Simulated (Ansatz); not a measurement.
# BaSrF4: complex band structure, part 4 of 4

A new crystal, BaSrF4: structure, gap and complex bands. It is built by putting F for I, Sr for Ca in the BaCaI4 structure of space group P2/m, with the volume rescaled by atomic radii. The parent structure comes from the Materials Project.

Ansatz 0.2.0; r2SCAN DFT, plane waves, PAW files (the session's first sound run).

So far, gap on the k-mesh (eV): step 3 (band edges, r2SCAN) 6.53; step 7 (r2SCAN JTH, cutoff 1500 eV) 6.49.

The structure was built from a prototype and need not be the compound's stable phase.

**9. A check of the settings**

This step: r2SCAN DFT, plane waves, PAW files; complex bands by layer matching along the plane's normal; changed: output.transmission.e_range = [0, 2], output.transmission.de = 0.02 (Ansatz 0.2.0).

This run repeats an earlier one, its twin (the complex run, plane (100)), with two settings changed (output.transmission.e_range, output.transmission.de; files written aside). It is meant to test what the energy window and step decide. Where the input is shown as a difference, that is against the step before, not the twin.

Input file input.yaml:

```yaml
crystal:
  lattice:
    - [3.889258172, 0.0, 0.0]
    - [0.0, 7.166524506, 0.0]
    - [0.0, -0.615407377, 4.116298406]
  atoms:
    - { symbol: Ba, position: [0.5, 0.5, 0.0] }
    - { symbol: Sr, position: [0.0, 0.0, 0.0] }
    - { symbol: F, position: [0.0, 0.3315138601, 0.2597686683] }
    - { symbol: F, position: [0.5, 0.8565727731, 0.2201025157] }
    - { symbol: F, position: [0.5, 0.1434272269, 0.7798974843] }
    - { symbol: F, position: [0.0, 0.6684861399, 0.7402313317] }
kpoints:
  mp_grid: { grid: [6, 4, 6] }
scf:
  occupations: { method: fixed }
hamiltonian:
  xc: r2scan
output:
  eigenvalues: true
  transmission:
    leads: [[0, 0]]
    kpoints: [[0.0, 0.0], [0.0, -0.4479]]
    e_range: [0, 2]
    de: 0.02
```

Started as:

```console
> ansatz run input.yaml --threads 2 --pin off --max-ram 4096MiB --backend cpu --events-out ev --progress --plain --runs-dir out
```

Numbers of over 12 decimals in the logs are rounded to 6 here.

Output:

```text
[...]
Crystal: 6 atoms, lattice volume = 114.731 Å³
Basis set: ecut = 500 eV, 2911 PW (Γ), exchange–correlation on 120×216×128 points (64 copies of the dense FFT grid, shifted against one another)
Bands: 30, of which v1, the nominal top of the filled ones, is band 24 counted from 1 (23 counted from 0)
Symmetry: 4 space group operations
[...]
k-points: 56 of 144
[...]
SCF iter   1: F=—  HF=-12770.712012 eV  |F-HF|=—  |Δ(HF+E_count)|=         —  Δρ=9.27e-3  dr2=1.06e-1  dr2_τ=1.34e-1  ethr=1.77e-3  ⟨swp⟩=5.7  Hψ=7681  notcnv=0  defer=207
[...]
SCF iter   7: F=-12770.878347 eV  HF=-12770.878347 eV  |F-HF|=3.86e-8  |Δ(HF+E_count)|=   7.67e-8  Δρ=6.31e-6  dr2=4.92e-8  dr2_τ=5.98e-9  ethr=2.08e-10  ⟨swp⟩=11.7  Hψ=10167  notcnv=0
SCF 1 converged in 7 iterations: F = -12770.878347 eV  dr2 = 4.92e-8
[...]
transmission: 8 of 16 steps passed
transmission: 16 of 16 steps passed
SCF converged after 7 iterations
Free energy (F): -12770.878347 eV
[...]
Internal energy: -12770.878347 eV  (E = F + TS)
E sigma→0 (E₀):  -12770.878347 eV
Fermi energy:    2.410238 eV
[...]
--- Band table (eV; the first three rows and the last of 56) ---
  k-point 0: bands = [... 20 lower, 1.9421, 1.9777, 2.1363, 2.3892, 8.9450, 9.5396, 10.6877, 12.0682, ... 2 higher]
  k-point 1: bands = [... 20 lower, 1.9550, 1.9792, 2.0904, 2.2963, 9.4971, 9.9394, 10.8008, 11.9689, ... 2 higher]
  k-point 2: bands = [... 20 lower, 1.9159, 1.9396, 2.0764, 2.2146, 10.2906, 10.9701, 11.3275, 12.0285, ... 2 higher]
  k-point 55: bands = [... 20 lower, 2.0152, 2.1007, 2.1331, 2.3823, 10.3844, 11.3840, 12.7258, 12.8030, ... 2 higher]
--- Transmission ---
  basis      : 289 plane waves across, 8 finite elements along
  points     : 2, as listed
[...]
crystal 0  : F4Ba1Sr1, at the sites [0, 0], period 4.1163 Å: whole cells are its period
[...]
channels       : 0.000000e0 a spin
[...]
slowest decay  : 0.5699 /Å at (0.0000, 0.0000)
```

It took 42 s on 2 threads of AMD EPYC 9R45 (Zen 5), shared host; peak memory 1.1 GiB; 64 s of CPU time.

Numbers from this step:

| Property | Result |
| --- | --- |
| free energy | -12770.8783 eV |
| Fermi energy | 2.410 eV |
| gap on the k-mesh | 6.535 eV |

K parallel (0, 0); values up to 1.5 1/Å, a degenerate pair printed once or twice; energies at which all values exceed this have no row. Im kz of the slowest decaying states against energy, zero at the highest filled level on the SCF mesh:

```
energy (eV)  decay 1 (Å⁻¹)  decay 2 (Å⁻¹)  decay 3 (Å⁻¹)  decay 4 (Å⁻¹)
      0.000          0.109          0.477          0.530          0.694
      0.100          0.243          0.536          0.613          0.734
      0.200          0.313          0.586          0.681          0.768
      0.300          0.362          0.628          0.740          0.797
      0.400          0.399          0.664          0.791          0.822
      0.500          0.430          0.696          0.838          0.844
      0.600          0.455          0.724          0.864          0.880
      0.700          0.475          0.749          0.883          0.901
      0.800          0.493          0.769          0.900          0.900
      0.900          0.508          0.786          0.899          0.916
      1.000          0.520          0.798          0.899          0.930
      1.100          0.531          0.805          0.901          0.944
      1.200          0.540          0.808          0.904          0.957
      1.300          0.547          0.808          0.909          0.970
      1.400          0.554          0.806          0.915          0.982
      1.500          0.559          0.801          0.921          0.993
      1.600          0.563          0.797          0.927           1.00
      1.700          0.566          0.791          0.932           1.01
      1.800          0.568          0.785          0.936           1.02
      1.900          0.569          0.779          0.940           1.02
      2.000          0.570          0.773          0.943           1.01
```

K parallel (0, -0.4479); values up to 1.5 1/Å, a degenerate pair printed once or twice; energies at which all values exceed this have no row. Table of Im kz of the slowest decaying states by energy, zero at the highest filled level on the SCF mesh:

```
energy (eV)  decay 1 (Å⁻¹)  decay 2 (Å⁻¹)  decay 3 (Å⁻¹)  decay 4 (Å⁻¹)
      0.000          0.123          0.520          0.539          0.677
      0.100          0.292          0.319          0.565          0.584
      0.200          0.383          0.408          0.604          0.623
      0.300          0.450          0.475          0.639          0.658
      0.400          0.504          0.530          0.670          0.689
      0.500          0.550          0.578          0.700          0.718
      0.600          0.591          0.620          0.729          0.745
      0.700          0.628          0.658          0.757          0.770
      0.800          0.662          0.693          0.786          0.793
      0.900          0.693          0.726          0.814          0.816
      1.000          0.723          0.756          0.799          0.836
      1.100          0.751          0.779          0.785          0.855
      1.200          0.765          0.777          0.812          0.873
      1.300          0.752          0.802          0.838          0.890
      1.400          0.742          0.826          0.862          0.902
      1.500          0.733          0.850          0.886          0.896
      1.600          0.725          0.872          0.890          0.908
      1.700          0.717          0.884          0.894          0.925
      1.800          0.709          0.878          0.915          0.919
      1.900          0.702          0.872          0.912          0.935
      2.000          0.695          0.865          0.906          0.955
```

**10. A repeat with changed settings**

This step: r2SCAN DFT, plane waves, PAW files; complex bands by layer matching along the plane's normal; changed: scf.mixing = {"algorithm": "anderson", "beta": 0.005, "ndim": 1}, scf.max_iter = 80 (Ansatz 0.2.0).

This run repeats an earlier one, its twin (the complex run, plane (100)), with four settings changed (scf.mixing.algorithm, scf.mixing.beta, scf.mixing.ndim, scf.max_iter; files written aside). The setting was drawn as a possible misstep, on purpose. Where the input is shown as a difference, that is against the step before, not the twin.

input.yaml: that of step 9 with these lines changed.

```diff
@@ -16,2 +16,4 @@
   occupations: { method: fixed }
+  mixing: { algorithm: anderson, beta: 0.005, ndim: 1 }
+  max_iter: 80
 hamiltonian:
@@ -23,3 +25,3 @@
     kpoints: [[0.0, 0.0], [0.0, -0.4479]]
-    e_range: [0, 2]
-    de: 0.02
+    e_range: [-1.0, 7.53]
+    de: 0.21
```

Output:

```text
Engine: ansatz 0.2.0, x86_64-unknown-linux-gnu
Pseudopotentials: kind: paw
Pseudopotential: Ba, paw, valence charge 10, recommended cutoff 500 eV (meta_gga), Ba.paw.azcp
Pseudopotential: Sr, paw, valence charge 10, recommended cutoff 500 eV (meta_gga), Sr.paw.azcp
Pseudopotential: F, paw, valence charge 7, recommended cutoff 500 eV (meta_gga), F.paw.azcp
Functional definition: r2SCAN
  parameter k0 = 0.174
  parameter k1 = 0.065
  parameter a1 = 4.9479
  exchange = r2scan_x(k0 = k0, k1 = k1, a1 = a1)
  correlation = r2scan_c
Crystal: 6 atoms, lattice volume = 114.731 Å³
Basis set: ecut = 500 eV, 2911 PW (Γ), exchange–correlation on 120×216×128 points (64 copies of the dense FFT grid, shifted against one another)
Bands: 30, of which v1, the nominal top of the filled ones, is band 24 counted from 1 (23 counted from 0)
Symmetry: 4 space group operations
Space group: P2/m (ITA 10), of the structure as read, at distance tolerance 4.9e-5 Å
k-points: 56 of 144
Non-local potential: Ba, projectors of the file, l = 0: 3, l = 1: 2, l = 2: 2, l = 3: 2
Non-local potential: Sr, projectors of the file, l = 0: 3, l = 1: 2, l = 2: 2
Non-local potential: F, projectors of the file, l = 0: 2, l = 1: 2, l = 2: 1
PAW form: soft (Blöchl's): semilocal exchange-correlation on the pseudo side does not see the compensation charge
PAW frozen core: Ba, regenerated for the run's functional (the file was generated under x = pbe(κ = 0.804, μ = 0.219515), c = pbe(β = 0.066725))
PAW frozen core: Sr, regenerated for the run's functional (the file was generated under x = pbe(κ = 0.804, μ = 0.219515), c = pbe(β = 0.066725))
PAW frozen core: F, regenerated for the run's functional (the file was generated under x = pbe(κ = 0.804, μ = 0.219515), c = pbe(β = 0.066725))
PAW one-centre angular grid: Ba, 302 points (default); XC on 160 Gauss nodes
PAW one-centre angular grid: Sr, 302 points (default); XC on 160 Gauss nodes
PAW one-centre angular grid: F, 302 points (default); XC on 160 Gauss nodes
Initial density: superposition of atomic densities (neutral atoms: chi_scale 0, normalization atom), corrected by the library's trained network
Initial wavefunctions: pseudopotential atomic-orbital guess
Functional: x = r2scan, c = r2scan; τ floored in thin density (d = 2e-4 eV/Å³)
SCF iter   1: F=—  HF=-12770.712012 eV  |F-HF|=—  |Δ(HF+E_count)|=         —  Δρ=9.27e-3  dr2=1.06e-1  dr2_τ=1.34e-1  ethr=1.77e-3  ⟨swp⟩=5.7  Hψ=7681  notcnv=0  defer=207
preconditioner: auto → Resta (q_TF=auto, 2.359 Å⁻¹)  ε∞=2.8  [insulator: Δε(μ)=6.869 eV  Ē_g=17.312 eV  n_scr=26 (ndim 1)  ℏωp=23.5 eV  f_vac=0.136  ε∞_Penn≈2.8]
SCF iter   2: F=—  HF=-12770.911039 eV  |F-HF|=—  |Δ(HF+E_count)|=   1.99e-1  Δρ=9.60e-3  dr2=1.14e-1  dr2_τ=3.35e-3  ethr=2.21e-4  ⟨swp⟩=3.9  Hψ=3621  notcnv=0  defer=224
SCF iter   3: F=—  HF=-12770.911131 eV  |F-HF|=—  |Δ(HF+E_count)|=   9.23e-5  Δρ=9.53e-3  dr2=1.13e-1  dr2_τ=3.45e-3  ethr=2.21e-4  ⟨swp⟩=1.0  Hψ=1583  notcnv=0  defer=153
SCF iter   4: F=—  HF=-12770.910553 eV  |F-HF|=—  |Δ(HF+E_count)|=   5.78e-4  Δρ=9.43e-3  dr2=1.11e-1  dr2_τ=3.40e-3  ethr=2.21e-4  ⟨swp⟩=1.0  Hψ=1583  notcnv=0  defer=120
SCF iter   5: F=—  HF=-12770.909975 eV  |F-HF|=—  |Δ(HF+E_count)|=   5.78e-4  Δρ=9.34e-3  dr2=1.09e-1  dr2_τ=3.33e-3  ethr=2.21e-4  ⟨swp⟩=1.0  Hψ=1583  notcnv=0  defer=105
SCF iter   6: F=—  HF=-12770.909408 eV  |F-HF|=—  |Δ(HF+E_count)|=   5.67e-4  Δρ=9.24e-3  dr2=1.07e-1  dr2_τ=3.27e-3  ethr=2.21e-4  ⟨swp⟩=1.0  Hψ=1583  notcnv=0  defer=98
SCF iter   7: F=—  HF=-12770.908852 eV  |F-HF|=—  |Δ(HF+E_count)|=   5.56e-4  Δρ=9.14e-3  dr2=1.05e-1  dr2_τ=3.21e-3  ethr=2.21e-4  ⟨swp⟩=1.0  Hψ=1583  notcnv=0  defer=98
SCF iter   8: F=—  HF=-12770.908306 eV  |F-HF|=—  |Δ(HF+E_count)|=   5.45e-4  Δρ=9.05e-3  dr2=1.03e-1  dr2_τ=3.14e-3  ethr=2.18e-4  ⟨swp⟩=1.0  Hψ=1583  notcnv=0  defer=98
SCF iter   9: F=—  HF=-12770.907772 eV  |F-HF|=—  |Δ(HF+E_count)|=   5.34e-4  Δρ=8.96e-3  dr2=1.01e-1  dr2_τ=3.08e-3  ethr=2.14e-4  ⟨swp⟩=1.0  Hψ=1583  notcnv=0  defer=98
[...]
SCF iter  74: F=—  HF=-12770.888139 eV  |F-HF|=—  |Δ(HF+E_count)|=   1.58e-4  Δρ=4.91e-3  dr2=3.34e-2  dr2_τ=1.10e-3  ethr=7.07e-5  ⟨swp⟩=1.0  Hψ=1583  notcnv=0  defer=97
SCF iter  75: F=—  HF=-12770.887984 eV  |F-HF|=—  |Δ(HF+E_count)|=   1.55e-4  Δρ=4.87e-3  dr2=3.29e-2  dr2_τ=1.08e-3  ethr=6.95e-5  ⟨swp⟩=1.0  Hψ=1583  notcnv=0  defer=97
SCF iter  76: F=—  HF=-12770.887831 eV  |F-HF|=—  |Δ(HF+E_count)|=   1.52e-4  Δρ=4.84e-3  dr2=3.23e-2  dr2_τ=1.07e-3  ethr=6.85e-5  ⟨swp⟩=1.0  Hψ=1583  notcnv=0  defer=97
SCF iter  77: F=—  HF=-12770.887682 eV  |F-HF|=—  |Δ(HF+E_count)|=   1.50e-4  Δρ=4.80e-3  dr2=3.18e-2  dr2_τ=1.06e-3  ethr=6.74e-5  ⟨swp⟩=1.0  Hψ=1583  notcnv=0  defer=97
SCF iter  78: F=—  HF=-12770.887606 eV  |F-HF|=—  |Δ(HF+E_count)|=   7.59e-5  Δρ=4.76e-3  dr2=3.13e-2  dr2_τ=1.04e-3  ethr=6.63e-5  ⟨swp⟩=10.9  Hψ=8518  notcnv=0
SCF iter  79: F=—  HF=-12770.887463 eV  |F-HF|=—  |Δ(HF+E_count)|=   1.42e-4  Δρ=4.72e-3  dr2=3.09e-2  dr2_τ=1.03e-3  ethr=6.53e-5  ⟨swp⟩=2.9  Hψ=4422  notcnv=0
SCF iter  80: F=—  HF=-12770.887323 eV  |F-HF|=—  |Δ(HF+E_count)|=   1.40e-4  Δρ=4.69e-3  dr2=3.04e-2  dr2_τ=1.02e-3  ethr=6.43e-5  ⟨swp⟩=2.9  Hψ=4426  notcnv=0
Error: did not converge after 80 iterations: dr2 = 3.04e-2 (threshold 1.00e-7), under the density mixer `anderson`; at k-index 0, counted from 0 in this SCF's own list of k-points, the highest band that the last eigensolve's fill by count filled, 2.271686 eV, and the lowest that it left empty, 8.935286 eV, lay 6.664e0 eV apart, the closest at any k-point: where those lie closer than the levels still move from one iteration to the next, and no symmetry of the run holds them equal, such a fill need not settle, and opposed starting moments at zero total moment, or else a narrow smearing, may settle it (`scf.occupations.method`, Limitations, in the input reference); [rest of the remark cut]
```

Wall time 17 s (2 threads); peak memory 0.68 GiB.

Residual by cycle:

cycle, log10 residual and a bar from the least value:
```
        1       -1.0 ##############################
        8       -1.0 #############################
       15       -1.0 ##########################
       23       -1.1 #######################
       30       -1.2 ####################
       37       -1.2 #################
       44       -1.3 ##############
       51       -1.3 ###########
       58       -1.4 ########
       66       -1.4 #####
       73       -1.5 ###
       80       -1.5
```

The run stopped without converging, so none of its numbers is a property of the system.

After 80 cycles the residual stands at 0.030, against 0.057 at cycle 41 and a least value of 0.030. The cap of 80 cycles in the input ended the loop.

The program's message: “Error: did not converge after 80 iterations: dr2 = 3.04e-2 (threshold 1.00e-7), under the density mixer `anderson`; at k-index 0, counted from 0 in this SCF's own list of k-points, the highest band th …”

The fault put into the input: mixing far too weak (scf.mixing).

**11. What came out**

| Property | Result |
| --- | --- |
| band gap | 6.53 eV |
| least decay constant at mid-gap, normal to (100) | 0.536 Å⁻¹ |
| least decay constant at mid-gap, normal to (001) | 0.524 Å⁻¹ |
| least decay constant on a mesh, normal to (100) | 0.533 Å⁻¹ |

In words: With r2SCAN, the slowest decay at the wavevectors tried is κ = 0.524 Å⁻¹, normal to (001). Through such a film the transmission near mid-gap falls as exp(−2κd), a factor of ten every 2.2 Å. The directions tried decay at nearly the same rate. A free electron under a barrier of half the gap would need a mass of 0.32 mₑ to decay at this rate. The compound is made up by substitution; its stability against other phases and against distortions of the cell's symmetry was not tested. r2SCAN still narrows gaps, if less than LDA and GGA do, so real decay constants are likely larger.

[Logs are printed without paths, hosts, clocks, repeated set-up lines and the standing remarks that a program may print on its own settings, such as how far it seeks lower states.]

[Hosts, paths, dates, database ids (printed as entryN), source tags and the programs' standing remarks are cut or masked in the printed files.]
